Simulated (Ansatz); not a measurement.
In doubt: masses and optical values from hybrid runs of this build are listed as unsure, which bears on the screening that GW takes from such a start.

Rows from a G0W0 calculation on Bi3B4As (ordered alloy, started on the zincblende lattice) (P-43m) (Ansatz 0.2.0; G0W0 on HSE06, plane waves, PAW; 2×2×2 mesh, 237 empty bands, screening to 78 eV), in eV. Spin-orbit coupling is left out.

```tsv
row	k	band	start	Σx	Σc at the solution	Vxc
A	Γ	v1	10.320	-15.381	1.183	-14.340
B	(-0.500, -0.500, -0.500)	c1	11.428	-9.322	-3.968	-13.343
C	Γ	c1	11.638	-7.558	-3.963	-11.471
D	(-0.500, -0.500, -0.500)	c2	11.754	-9.816	-4.029	-13.944
E	(-0.500, -0.500, -0.500)	v1	9.150	-15.394	1.553	-13.992
```

**Question.** Give the quasiparticle energies and the shift of each level.

The quasiparticle equation reads E = start + Σx + Σc(E) − Vxc.

```tsv
row	E (eV)	shift (eV)
A	10.462	+0.142
B	11.481	+0.053
C	11.588	−0.050
D	11.854	+0.100
E	9.301	+0.151
```

Limits: not at the basis limit; no spin-orbit coupling; coarse k mesh.

[Paths, hosts, dates, memory and timing lines, banners, echoed tables and standing remarks are left out of the program output.]

[Logs are printed without paths, hosts, clocks, repeated set-up lines and the standing remarks that a program may print on its own settings, such as how far it seeks lower states.]

[Runs of the session that timed out or met a known fault of the program may be left out.]

[Cells called generated may have been cut or substituted from an entry of the Crystallography Open Database or the Materials Project.]

[Hosts, paths, dates, database ids (printed as entryN), source tags and the programs' standing remarks are cut or masked in the printed files.]
